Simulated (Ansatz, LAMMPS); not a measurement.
# What went wrong? liquid mixture of dimethylformamide and H2O at 300 K (204 atoms)

Program: Ansatz 0.2.0. The cell: 15 C, 5 N, 53 O and 131 H.

input.yaml reads:

```yaml
crystal:
  lattice:
    - [12.75251, 0.0, 0.0]
    - [0.0, 12.75251, 0.0]
    - [0.0, 0.0, 12.75251]
  atoms:
    - { symbol: C, position: [0.30513, 0.98272, 0.86204] }
    - { symbol: "N", position: [0.40732, 0.01775, 0.85853] }
    - { symbol: C, position: [0.41975, 0.12847, 0.83531] }
    - { symbol: C, position: [0.49547, 0.95468, 0.85961] }
    - { symbol: O, position: [0.48789, 0.85739, 0.86925] }
    - { symbol: H, position: [0.29608, 0.90738, 0.83002] }
    - { symbol: H, position: [0.25318, 0.03744, 0.82796] }
    - { symbol: H, position: [0.27576, 0.98066, 0.94035] }
    - { symbol: H, position: [0.41564, 0.13029, 0.75472] }
    - { symbol: H, position: [0.49812, 0.1604, 0.85089] }
    - { symbol: H, position: [0.36006, 0.17051, 0.87469] }
    - { symbol: H, position: [0.57292, 0.99743, 0.84475] }
    - { symbol: C, position: [0.75772, 0.25452, 0.60443] }
    - { symbol: "N", position: [0.76524, 0.15652, 0.66649] }
    - { symbol: C, position: [0.85601, 0.1483, 0.7365] }
    - { symbol: C, position: [0.6836, 0.08528, 0.66442] }
    - { symbol: O, position: [0.60015, 0.11009, 0.62447] }
    - { symbol: H, position: [0.70107, 0.24845, 0.54129] }
    [... 180 atom lines left out ...]
    - { symbol: O, position: [0.90436, 0.09274, 0.19053] }
    - { symbol: H, position: [0.87528, 0.04119, 0.1391] }
    - { symbol: H, position: [0.86054, 0.09235, 0.25555] }
    - { symbol: O, position: [0.95226, 0.2804, 0.09089] }
    - { symbol: H, position: [0.94104, 0.20819, 0.11933] }
    - { symbol: H, position: [0.91935, 0.33285, 0.13902] }
kpoints:
  mp_grid: { grid: [1, 1, 1] }
hamiltonian:
  xc: pbe
  dispersion: d4
scf:
  occupations: { method: gaussian, width: 5.0 }
  max_iter: 75
output:
  forces: true
```

Launch:

```bash
$ ansatz run input.yaml --threads 8 --pin off --max-ram 15872MiB --backend cpu --events-out ev --progress --plain --runs-dir out
```

The log of the run:

```text
band count auto-derived: 912, from the close of a first SCF at 471 (N_el = 534.0; filled up to band 267; 471 by the electrons, moments and atoms)
Engine: ansatz 0.2.0, x86_64-unknown-linux-gnu
Pseudopotentials: kind: paw
Pseudopotential: C, paw, valence charge 4, recommended cutoff 420 eV (normal), C.paw.azcp
Pseudopotential: N, paw, valence charge 5, recommended cutoff 420 eV (normal), N.paw.azcp
Pseudopotential: O, paw, valence charge 6, recommended cutoff 420 eV (normal), O.paw.azcp
Pseudopotential: H, paw, valence charge 1, recommended cutoff 420 eV (normal), H.paw.azcp
[... 5 lines on functional and potentials left out ...]
Crystal: 204 atoms, lattice volume = 2073.896 Å³
Basis set: ecut = 420 eV, 40651 PW (Γ), exchange–correlation on 180×180×180 points (8 copies of the dense FFT grid, shifted against one another)
Bands: 471, of which v1, the nominal top of the filled ones, is band 267 counted from 1 (266 counted from 0)
Symmetry: 1 space group operations
Space group: P1 (ITA 1), of the structure as read, at distance tolerance 1.3e-4 Å
k-points: 1
[... 9 lines on functional and potentials left out ...]
Initial density: superposition of atomic densities (neutral atoms: chi_scale 0, normalization atom), corrected by the library's trained network
Initial wavefunctions: pseudopotential atomic-orbital guess
Functional: x = pbe(κ = 0.804, μ = 0.219515), c = pbe(β = 0.066725)
SCF iter   1: F=—  HF=-37942.958324 eV  |F-HF|=—  |Δ(HF+E_count)|=         —  Δρ=3.19e-2  dr2=3.96e1  ethr=1.77e-3  ⟨swp⟩=8.0  Hψ=2068  notcnv=0
preconditioner: auto → LDOS  [metal: Δε(μ)=4.366 eV  Ē_g=17.235 eV  σ=5.000 eV  W_gap=0.45  n_scr=364 (ndim 8)  ℏωp=18.8 eV  f_vac=0.264  D(μ)=21.24/eV (n_scr^D=80)  β→1.0]
SCF iter   2: F=—  HF=-37936.289265 eV  |F-HF|=—  |Δ(HF+E_count)|=    6.67e0  Δρ=1.05e-2  dr2=1.37e0  ethr=1.77e-3  ⟨swp⟩=2.0  Hψ=1012  notcnv=0
SCF iter   3: F=—  HF=-37936.630536 eV  |F-HF|=—  |Δ(HF+E_count)|=   3.41e-1  Δρ=5.96e-3  dr2=5.33e-1  ethr=2.56e-4  ⟨swp⟩=4.0  Hψ=1010  notcnv=0
SCF iter   4: F=—  HF=-37936.504611 eV  |F-HF|=—  |Δ(HF+E_count)|=   1.26e-1  Δρ=6.70e-4  dr2=1.49e-2  ethr=9.98e-5  ⟨swp⟩=3.0  Hψ=1290  notcnv=0
SCF iter   5: F=—  HF=-37936.508245 eV  |F-HF|=—  |Δ(HF+E_count)|=   3.63e-3  Δρ=2.07e-4  dr2=6.85e-4  ethr=2.78e-6  ⟨swp⟩=7.0  Hψ=894  notcnv=0
SCF iter   6: F=—  HF=-37936.508212 eV  |F-HF|=—  |Δ(HF+E_count)|=   3.30e-5  Δρ=3.22e-5  dr2=1.78e-5  ethr=1.28e-7  ⟨swp⟩=6.0  Hψ=982  notcnv=0
SCF iter   7: F=—  HF=-37936.508302 eV  |F-HF|=—  |Δ(HF+E_count)|=   8.99e-5  Δρ=6.63e-6  dr2=1.10e-6  ethr=3.34e-9  ⟨swp⟩=9.0  Hψ=1556  notcnv=0
SCF iter   8: F=-37936.508303 eV  HF=-37936.508303 eV  |F-HF|=7.47e-9  |Δ(HF+E_count)|=   9.11e-7  Δρ=2.05e-6  dr2=9.08e-8  ethr=1.87e-11  ⟨swp⟩=9.0  Hψ=1903  notcnv=0
SCF 1, on 471 bands, converged in 8 iterations: F = -37936.508303 eV; the run's SCF on all bands comes behind
  greatest PAW one-centre occupation: 0.878 electrons in one spin orbital (limit 2), on the O atom at site 16 (counted from 0), in its partial waves of l = 0
The result of the SCF on 471 bands, without a stress, told ahead of the SCF on all bands, whose result is the run's:
SCF converged after 8 iterations
Free energy (F): -37936.508303 eV
Harris-Foulkes:  -37936.508303 eV  (|F-HF|=7.47e-9)
Internal energy: -37692.370400 eV  (E = F + TS)
E sigma→0 (E₀):  -37814.439351 eV
Entropy (-TS):   -244.137903 eV (-1196.754 meV/atom)
Fermi energy:    0.494783 eV
--- Per-component energies (eV) ---
  E_band       = -5163.451666
  E_kinetic    = 13075.051100
  E_local      = -42067.132572  (includes V_loc(G=0)·N_el)
  E_nonlocal   = 3429.703331
  E_hartree    = 15113.102091
  E_xc         = -5996.243295
  E_vxc        = -7632.245212  (∫ρ·V_xc dr)
  E_paw        = -10590.364432  (= ΣΔE_a)
  E_vpaw       = -2195.019945  (= ΣTr[D̂ρ^β])
  E_aug_tail   = -0.024986  (compensation charges beyond the density's cutoff)
  E_ewald      = -10649.657333
  E_disp       = -6.804304  (pairwise vdW)
  E_smearing   = -244.137903  (= −TS)
  E_closure    = 0.000000  (closes the sum)
  Σ components = -37936.508303   (vs F -37936.508303, Δ=0.00e0)
--- Forces (eV/Å), atoms counted from 1 ---
  atom   1  C     -0.06184593    -0.22161109     0.53734000
  atom   2  N      1.50474424     1.05569450     0.21552810
  atom   3  C      1.34029927    -1.02290033     1.50732203
  atom   4  C      1.19170193     2.28374900    -0.48334921
  atom   5  O     -0.20946507    -2.28737041     0.40316047
  atom   6  H     -0.27726436    -2.01111135    -0.92795264
  atom   7  H     -1.20796906     1.32084389    -1.27016363
  atom   8  H     -0.54386875    -0.27320354     2.01742923
  atom   9  H     -0.55574337     0.68702200    -3.24306348
  atom  10  H      0.53251493     0.08451639     0.58453883
  atom  11  H     -1.22782836     1.13301042     0.74698856
  atom  12  H     -0.56042178    -0.50559481     0.13701333
  atom  13  C     -1.08219950    -0.95142739     1.17123876
  atom  14  N      1.42819791     0.65859150    -1.44222549
[...]
max |Σ_I F_I| component: 1.64e-4 eV/Å
--- Band table (eV) ---
  k-point 0: bands = ["-23.1700", "-23.0282", "-22.9010", "-22.6224", [... 455 levels ...], "10.5672", "10.5989", "10.6331", "10.6401", "10.6585", "10.6837", "10.7240", "10.7309", "10.7786", "10.8022", "10.8416", "10.8613"]
Of that result alone: the bands leave out some 1.848e-2 electrons a cell, over the threshold 1e-3 (by scf.eigensolver.empty_state_threshold): the first level above them, at 10.8964 eV, would hold 3.261e-3 of 2 at k-index 0, k = (0.0000, 0.0000, 0.0000) — in the run's first SCF, on fewer bands than the run's own 912
Bands: 912, of which v1, the nominal top of the filled ones, is band 267 counted from 1 (266 counted from 0)
Initial density: handed on by an earlier stage of this run
iter 1 solved again at ethr=3.21e-8 eV; its pass at ethr=3.10e-3 eV (dr2=1.72e-4 eV) is discarded
SCF iter   1: F=—  HF=-37936.604194 eV  |F-HF|=—  |Δ(HF+E_count)|=         —  Δρ=8.13e-5  dr2=1.52e-4  ethr=3.21e-8  ⟨swp⟩=46.0  Hψ=14114  notcnv=1
preconditioner: auto → LDOS  [metal: Δε(μ)=3.974 eV  Ē_g=21.740 eV  σ=5.000 eV  W_gap=0.42  n_scr=364 (ndim 8)  ℏωp=16.8 eV  f_vac=0.126  D(μ)=19.63/eV (n_scr^D=80)  β→1.0]
SCF iter   2: F=—  HF=-37936.604180 eV  |F-HF|=—  |Δ(HF+E_count)|=   1.39e-5  Δρ=3.89e-5  dr2=1.82e-5  ethr=2.85e-8  ⟨swp⟩=3.0  Hψ=1397  notcnv=0
SCF iter   3: F=—  HF=-37936.604458 eV  |F-HF|=—  |Δ(HF+E_count)|=   2.78e-4  Δρ=9.87e-6  dr2=1.69e-6  ethr=3.41e-9  ⟨swp⟩=3.0  Hψ=1334  notcnv=0
SCF iter   4: F=-37936.604458 eV  HF=-37936.604458 eV  |F-HF|=2.73e-8  |Δ(HF+E_count)|=   2.60e-7  Δρ=1.67e-6  dr2=7.21e-8  ethr=1.87e-11  ⟨swp⟩=8.0  Hψ=3214  notcnv=0
SCF 2 converged in 4 iterations: F = -37936.604458 eV  dr2 = 7.21e-8
SCF converged after 12 iterations (8 of them on 471 bands)
Free energy (F): -37936.604458 eV
Harris-Foulkes:  -37936.604458 eV  (|F-HF|=2.73e-8)
Internal energy: -37691.259095 eV  (E = F + TS)
E sigma→0 (E₀):  -37813.931776 eV
Entropy (-TS):   -245.345363 eV (-1202.673 meV/atom)
Fermi energy:    0.488290 eV
--- Per-component energies (eV) ---
  E_band       = -5163.224087
  E_kinetic    = 13075.567311
  E_local      = -42065.867733  (includes V_loc(G=0)·N_el)
  E_nonlocal   = 3429.818465
  E_hartree    = 15112.118889
  E_xc         = -5996.077770
  E_vxc        = -7632.032419  (∫ρ·V_xc dr)
  E_paw        = -10590.331628  (= ΣΔE_a)
  E_vpaw       = -2194.975141  (= ΣTr[D̂ρ^β])
  E_aug_tail   = -0.024991  (compensation charges beyond the density's cutoff)
  E_ewald      = -10649.657333
  E_disp       = -6.804304  (pairwise vdW)
  E_smearing   = -245.345363  (= −TS)
  E_closure    = -0.000000  (closes the sum)
  Σ components = -37936.604458   (vs F -37936.604458, Δ=0.00e0)
--- Forces (eV/Å), atoms counted from 1 ---
[...]
atom  12  H     -0.55923460    -0.50413318     0.13734790
  atom  13  C     -1.08116881    -0.95408347     1.17019712
  atom  14  N      1.43194789     0.66189728    -1.44178520
[...]
atom 203  H     -0.07343168    -0.20879124     0.60840782
  atom 204  H      0.11786476     0.21210019     0.30615632
  max |Σ_I F_I| component: 4.03e-5 eV/Å
--- Band table (eV) ---
  k-point 0: bands = ["-23.1722", "-23.0310", "-22.9038", "-22.6253", [... 896 levels ...], "24.0710", "24.0760", "24.1388", "24.1774", "24.1993", "24.2171", "24.2611", "24.3061", "24.3271", "24.3530", "24.3885", "24.4033"]
```

The job ended after 23 s (8 threads of AMD EPYC 9R45, shared host; peak memory 4.7 GiB).

The column dr2 measures how far the density is from self-consistency, as an energy; F and HF (Harris–Foulkes) agree once it is small.

Against a sound run (Kohn-Sham DFT, PBE+D4, PAW (set soft_2), plane waves):

- r.m.s. difference of force components: 704.7 meV/Å
- longest difference of force vectors: 3427 meV/Å
- force difference over r.m.s. force: 101.9 %

Q: Name the fault and the fix.

A smearing of electronvolts: scf.occupations.method = "gaussian" and scf.occupations.width = 5.0.

The fix is to set scf.occupations.method back to "fixed" and take out scf.occupations.width.

The run converged all the same, so the exit status doesn't show the fault.

[Long decimals in the printed logs are rounded to 6 places.]

[Logs are printed without paths, hosts, clocks, repeated set-up lines and the standing remarks that a program may print on its own settings, such as how far it seeks lower states.]

[Hosts, paths, dates, database ids (printed as entryN), source tags and the programs' standing remarks are cut or masked in the printed files.]
